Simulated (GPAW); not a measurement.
# Near-edge structure at the Mg K edge of MgNi3C (Pm-3m)

Aim: the dependence of the Mg K near-edge features of MgNi3C (Pm-3m) on volume.

Main program and level: GPAW 26.7.0; X-ray absorption from dipole matrix elements to empty bands, plane-wave PAW LDA.

**1. Set-up**

It takes space group Pm-3m (No. 221, cubic). Conventional cell: a = 3.809 Å, b = 3.809 Å, c = 3.809 Å, α = 90.00°, β = 90.00°, γ = 90.00°. Nearest to Ni lie 2 C at 1.90 Å and 8 Ni at 2.69 Å and 4 Mg at 2.69 Å. Nearest to Mg lie 12 Ni at 2.69 Å. Nearest to C lie 6 Ni at 1.90 Å. Farther neighbours are not listed.

Structure file:

```xyz
5
Lattice="3.8089 0.0000 0.0000 0.0000 3.8089 0.0000 0.0000 0.0000 3.8089" Properties=species:S:1:pos:R:3 pbc="T T T"
Ni    1.9044    1.9044    0.0000
Ni    1.9044    0.0000    1.9044
Ni    0.0000    1.9044    1.9044
Mg    0.0000    0.0000    0.0000
C     1.9044    1.9044    1.9044
```

**2. The field without a hole**

A plain self-consistent run shows whether there is a gap and which moments survive; both decide the set-up of the core-hole run.

scf.py

```python
import numpy as np
from ase import Atoms
from ase.parallel import parprint, paropen
from gpaw import GPAW, PW, FermiDirac, Mixer, MixerDif, setup_paths
from gpaw.test import gen
setup_paths.insert(0, '.')
gen('Mg', name='nch1s', xcname='LDA', corehole=(1, 0, 0), write_xml=True)
from gpaw.mpi import world
world.barrier()

atoms = Atoms('Ni3MgC',
    cell=[[3.8089, 0, 0],
     [0, 3.8089, 0],
     [0, 0, 3.8089]],
    scaled_positions=[[0.5, 0.5, 0],
     [0.5, 0, 0.5],
     [0, 0.5, 0.5],
     [0, 0, 0],
     [0.5, 0.5, 0.5]],
    magmoms=[2.0, 2.0, 2.0, 0.0, 0.0],
    pbc=True)
atoms.calc = calc = GPAW(legacy_gpaw=True, mode=PW(430), xc='LDA', setups={3: 'nch1s'},
    kpts={'size': (7, 7, 7), 'gamma': True}, occupations=FermiDirac(0.05),
    charge=0, mixer=MixerDif(0.05, 8, 50), maxiter=150,
    convergence={'density': 0.0001}, txt='scf.txt')
energy = atoms.get_potential_energy() + calc.get_reference_energy()
ef = calc.get_fermi_level()
out = dict(energy=energy, fermi=ef, forces=atoms.get_forces().tolist(), magmoms=atoms.get_magnetic_moments().tolist())
parprint(f'all-electron energy {energy:.4f} eV, Fermi level {ef:.4f} eV')
ev = np.array([[calc.get_eigenvalues(k, s) for k in range(len(calc.get_ibz_k_points()))] for s in range(calc.get_number_of_spins())])
out['homo'], out['lumo'], out['counts'] = ev[ev < ef].max(), ev[ev > ef].min(), sorted(set((ev < ef).sum((0, 2)).tolist()))
out['filled'] = (ev[:, 0] < ef).sum(1).tolist()
import json
with paropen('out.json', 'w') as f:
    json.dump(out, f)
```

On the command line:

```console
$ OMP_NUM_THREADS=1 mpirun -n 2 gpaw python scf.py
```

Numbers of over 12 decimals in the logs are rounded to 6 here.

Output:

```text
Input parameters:
  convergence: {density: 0.0001}
  kpts: {gamma: True,
         size: (7, 7, 7)}
  maxiter: 150
  mixer: {backend: pulay,
          beta: 0.05,
          method: difference,
          nmaxold: 8,
          weight: 50}
  mode: {ecut: 430.0,
         name: pw}
  occupations: {fixmagmom: False,
                name: fermi-dirac,
                width: 0.05}
  setups: {3: nch1s}

Initialize ...

[... PAW data sets ...]

Reference energy: -130347.820164  # eV

Spin-polarized calculation.
Initial magnetic moment: 6.000000

[... convergence settings ...]
Symmetries present (total): 48
  [... symmetry matrices ...]

343 k-points: 7 x 7 x 7 Monkhorst-Pack grid
20 k-points in the irreducible part of the Brillouin zone
       k-points in crystal coordinates                weights
   0:     0.00000000    0.00000000    0.00000000          1/343
   1:     0.14285714    0.00000000    0.00000000          6/343
   2:     0.14285714    0.14285714    0.00000000         12/343
   3:     0.14285714    0.14285714    0.14285714          8/343
   4:     0.28571429    0.00000000    0.00000000          6/343
   5:     0.28571429    0.14285714    0.00000000         24/343
   6:     0.28571429    0.14285714    0.14285714         24/343
   7:     0.28571429    0.28571429    0.00000000         12/343
   8:     0.28571429    0.28571429    0.14285714         24/343
   9:     0.28571429    0.28571429    0.28571429          8/343
          ...
  19:     0.42857143    0.42857143    0.42857143          8/343

Wave functions: Plane wave expansion
  Cutoff energy: 430.000 eV
  Number of coefficients (min, max): 1094, 1141
  Pulay-stress correction: 0.000000 eV/Ang^3 (de/decut=0.000000)
  Using FFTW library
  Wavefunction extrapolation:
    Improved wavefunction reuse through dual PAW basis

Occupation numbers: Fermi-Dirac:
  width: 0.0500  # eV

Eigensolver
   Davidson(niter=2)

Densities:
  Coarse grid: 20*20*20 grid
  Fine grid: 40*40*40 grid
  Total Charge: 0.000000

Density mixing:
  Method: difference
  Backend: pulay
  Linear mixing parameter: 0.05
  old densities: 8
  Width of damping distribution: 1.1
  Damping of long wavelength oscillations: 50

[... Hamiltonian set-up ...]
Number of atoms: 5
Number of atomic orbitals: 48
Number of bands in calculation: 45
Number of valence electrons: 62
Bands to converge: occupied

... initialized

Initializing position-dependent things.

Density initialized from atomic densities
Creating initial wave functions:
  45 bands from LCAO basis set

Positions:
   0 Ni     1.904450    1.904450    0.000000    ( 0.0000,  0.0000,  2.0000)
   1 Ni     1.904450    0.000000    1.904450    ( 0.0000,  0.0000,  2.0000)
   2 Ni     0.000000    1.904450    1.904450    ( 0.0000,  0.0000,  2.0000)
   3 Mg     0.000000    0.000000    0.000000    ( 0.0000,  0.0000,  0.0000)
   4 C      1.904450    1.904450    1.904450    ( 0.0000,  0.0000,  0.0000)

Unit cell:
           periodic     x           y           z      points  spacing
  1. axis:    yes    3.808900    0.000000    0.000000    20     0.1904
  2. axis:    yes    0.000000    3.808900    0.000000    20     0.1904
  3. axis:    yes    0.000000    0.000000    3.808900    20     0.1904

  Lengths:   3.808900   3.808900   3.808900
  Angles:   90.000000  90.000000  90.000000

Effective grid spacing dv^(1/3) = 0.1904

iter:   1   -37.673550                   +6.0066
iter:   2   -38.432499   -0.53  -1.40    +3.2108
iter:   3   -37.959061   -1.05  -1.47    +1.3906
iter:   4   -37.949379   -2.34  -1.87    +0.9892
iter:   5   -37.991258   -2.86  -1.95    +0.3149
iter:   6   -38.063595   -2.73  -2.07    -0.0574
iter:   7   -38.011781   -2.79  -2.13    -0.0709
iter:   8   -38.012576   -4.32  -2.65    -0.0625
iter:   9   -38.008210c  -4.24  -2.71    -0.0508
iter:  10   -38.007720c  -5.47  -3.47    -0.0480
iter:  11   -38.007754c  -6.06  -3.78    -0.0319
iter:  12   -38.007778c  -6.21  -4.26c   +0.0022
iter:  13   -38.007745c  -6.94  -4.52c   +0.0064
iter:  14   -38.007763c  -7.60c -4.58c   +0.0049

Converged after 14 iterations.

Dipole moment: (-0.000000, -0.000000, -0.000000) |e|*Ang

Total magnetic moment: (0.000000, 0.000000, 0.004892)
Local magnetic moments:
   0 Ni ( 0.000000,  0.000000,  0.001632)
   1 Ni ( 0.000000,  0.000000,  0.001632)
   2 Ni ( 0.000000,  0.000000,  0.001632)
   3 Mg ( 0.000000,  0.000000, -0.000036)
   4 C  ( 0.000000,  0.000000,  0.000137)

Energy contributions relative to reference atoms: (reference = -130347.820164)

Kinetic:        +23.106839
Potential:      -15.210891
External:        +0.000000
XC:             -45.964828
Entropy (-ST):   -0.037388
Local:           +0.079811
SIC:             +0.000000
--------------------------
Free energy:    -38.026457
Extrapolated:   -38.007763

Spin contamination: 0.000267 electrons
Showing only first 2 kpts
                      Up                     Down
 Kpt  Band  Eigenvalues  Occupancy  Eigenvalues  Occupancy
  0    29      6.72496    1.00000      6.72705    1.00000
  0    30      6.72496    1.00000      6.72705    1.00000
  0    31      7.00871    0.99990      7.01035    0.99990
  0    32     10.87172    0.00000     10.87281    0.00000

  1    29      6.85942    0.99999      6.86139    0.99999
  1    30      6.85942    0.99999      6.86139    0.99999
  1    31      6.93724    0.99998      6.93886    0.99998
  1    32     11.00057    0.00000     11.00161    0.00000

Fermi level: 7.46899

No gap
No difference between direct/indirect transitions

Forces in eV/Ang:
  0 Ni    0.00000    0.00000   -0.00000
  1 Ni    0.00000   -0.00000    0.00000
  2 Ni   -0.00000    0.00000    0.00000
  3 Mg   -0.00000    0.00000   -0.00000
  4 C     0.00000    0.00000    0.00000
Scalar-relativistic atomic LDA calculation for Mg (Magnesium, Z=12)
Core hole in 1s state (1s occupation: 2.0)
450 radial gridpoints.
|------------------------------------------------|
|------------------------------------------------|
[... the atom generator's iteration count ...]

Energy contributions:
-------------------------
Kinetic:     +199.421891
XC:           -15.478236
Potential:   -383.390681
-------------------------
Total:       -199.447026

state      eigenvalue         ekin         rmax
-----------------------------------------------
1s^2.0 :   -46.058148    66.987568        0.085
2s^2.0 :    -2.913890     8.631240        0.548
2p^6.0 :    -1.717103     7.802539        0.477
3s^2.0 :    -0.175717     0.684522        2.514
3p^0.0 :    -0.050476     0.349037        3.500
-----------------------------------------------
(units: Bohr and Hartree)

Generating PAW setup
Kinetic energy of the core from tauc = 134.219440
Cutoffs:
rc(s)=2.060
rc(p)=2.050
rc(d)=1.960
rc(vbar)=2.000
rc(comp)=1.950
rc(nct)=2.060

Kinetic energy of the core states: 133.975135
Charge: 0.0
Core electrons: 2.0
Valence electrons: 10.0
Pseudo-core charge: 0.000000
Shape function alpha=2.630
Pseudo-electron charge 2.915379
state    eigenvalue         norm
--------------------------------
2s(2) :    -2.913890     0.147237
3s(2) :    -0.175717     1.006311
2p(6) :    -1.717103     0.101380
3p(0) :    -0.050476     0.993759
*d    :     0.000000
--------------------------------

Diagonalizing with gridspacing h=0.050

state   all-electron     PAW
-------------------------------
2s:      -2.913890    -2.914469
2p:      -1.717103    -1.717995
*d:                    0.032132
*f:                    0.068122
-------------------------------
all-electron energy -130385.8279 eV, Fermi level 7.4690 eV
```

Run time: 24 s. Hardware: 2 MPI ranks of Arm Neoverse V1, shared host; peak memory 0.25 GiB; 48 s of CPU time.

The mesh shows no gap, so the system is treated as a metal and the core electron is put at the Fermi level (neutral cell).

**3. Reference energy of the supercell**

The photon energy needs a difference of total energies, so the cell and mesh of the coming hole run are first run without a hole.

scf.py, as its differences from that of step 2:

```diff
@@ -10,15 +10,20 @@
 
-atoms = Atoms('Ni3MgC',
-    cell=[[3.8089, 0, 0],
-     [0, 3.8089, 0],
-     [0, 0, 3.8089]],
-    scaled_positions=[[0.5, 0.5, 0],
+atoms = Atoms('Ni6Mg2C2',
+    cell=[[3.8089, 0, 3.8089],
+     [0, 3.8089, 3.8089],
+     [-3.8089, 0, 3.8089]],
+    scaled_positions=[[0, 0.5, 0.5],
+     [0.5, 0.5, 0],
+     [0.5, 0, 0],
+     [0, 0, 0.5],
+     [0, 0.5, 0],
+     [0.5, 0.5, 0.5],
+     [0, 0, 0],
      [0.5, 0, 0.5],
-     [0, 0.5, 0.5],
-     [0, 0, 0],
-     [0.5, 0.5, 0.5]],
-    magmoms=[2.0, 2.0, 2.0, 0.0, 0.0],
+     [0.25, 0.5, 0.75],
+     [0.75, 0.5, 0.25]],
+    magmoms=[2.0, 2.0, 2.0, 2.0, 2.0, 2.0, 0.0, 0.0, 0.0, 0.0],
     pbc=True)
-atoms.calc = calc = GPAW(legacy_gpaw=True, mode=PW(430), xc='LDA', setups={3: 'nch1s'},
-    kpts={'size': (7, 7, 7), 'gamma': True}, occupations=FermiDirac(0.05),
+atoms.calc = calc = GPAW(legacy_gpaw=True, mode=PW(430), xc='LDA', setups={6: 'nch1s'},
+    kpts={'size': (6, 6, 6), 'gamma': True}, occupations=FermiDirac(0.1),
     charge=0, mixer=MixerDif(0.05, 8, 50), maxiter=150,
```

Output:

```text
Input parameters:
  convergence: {density: 0.0001}
  kpts: {gamma: True,
         size: (6, 6, 6)}
  maxiter: 150
  mixer: {backend: pulay,
          beta: 0.05,
          method: difference,
          nmaxold: 8,
          weight: 50}
  mode: {ecut: 430.0,
         name: pw}
  occupations: {fixmagmom: False,
                name: fermi-dirac,
                width: 0.1}
  setups: {6: nch1s}

Initialize ...

[...]
2s(2) :    -2.913890     0.147237
3s(2) :    -0.175717     1.006311
2p(6) :    -1.717103     0.101380
3p(0) :    -0.050476     0.993759
*d    :     0.000000
--------------------------------

Diagonalizing with gridspacing h=0.050

state   all-electron     PAW
-------------------------------
2s:      -2.913890    -2.914469
2p:      -1.717103    -1.717995
*d:                    0.032132
*f:                    0.068122
-------------------------------
all-electron energy -260771.6832 eV, Fermi level 7.4974 eV
[key lines of the parts left out:]
Converged after 13 iterations.
Dipole moment: (0.000000, -0.000000, -0.000000) |e|*Ang
Free energy:    -76.167036
Fermi level: 7.49739
```

The job ended after 2 min (2 MPI ranks; peak memory 0.43 GiB).

Reference energy: -260771.683 eV with the cores included.

(Continued in part 2 of 3.)

[Banner, clock and machine lines of the logs are left out without a mark of their own.]

[Logs are printed without paths, hosts, clocks, repeated set-up lines and the standing remarks that a program may print on its own settings, such as how far it seeks lower states.]

[Hosts, paths, dates, database ids (printed as entryN), source tags and the programs' standing remarks are cut or masked in the printed files.]

[Lists of maxima count a maximum above −3 eV only where it reaches 4 % of the highest in the window and stands out from its surroundings by 2 % of it (1.5 % where it reaches 55 %); shoulders and weaker maxima are passed over, and of the rest the first, up to two pre-edge ones and the few strongest are named.]
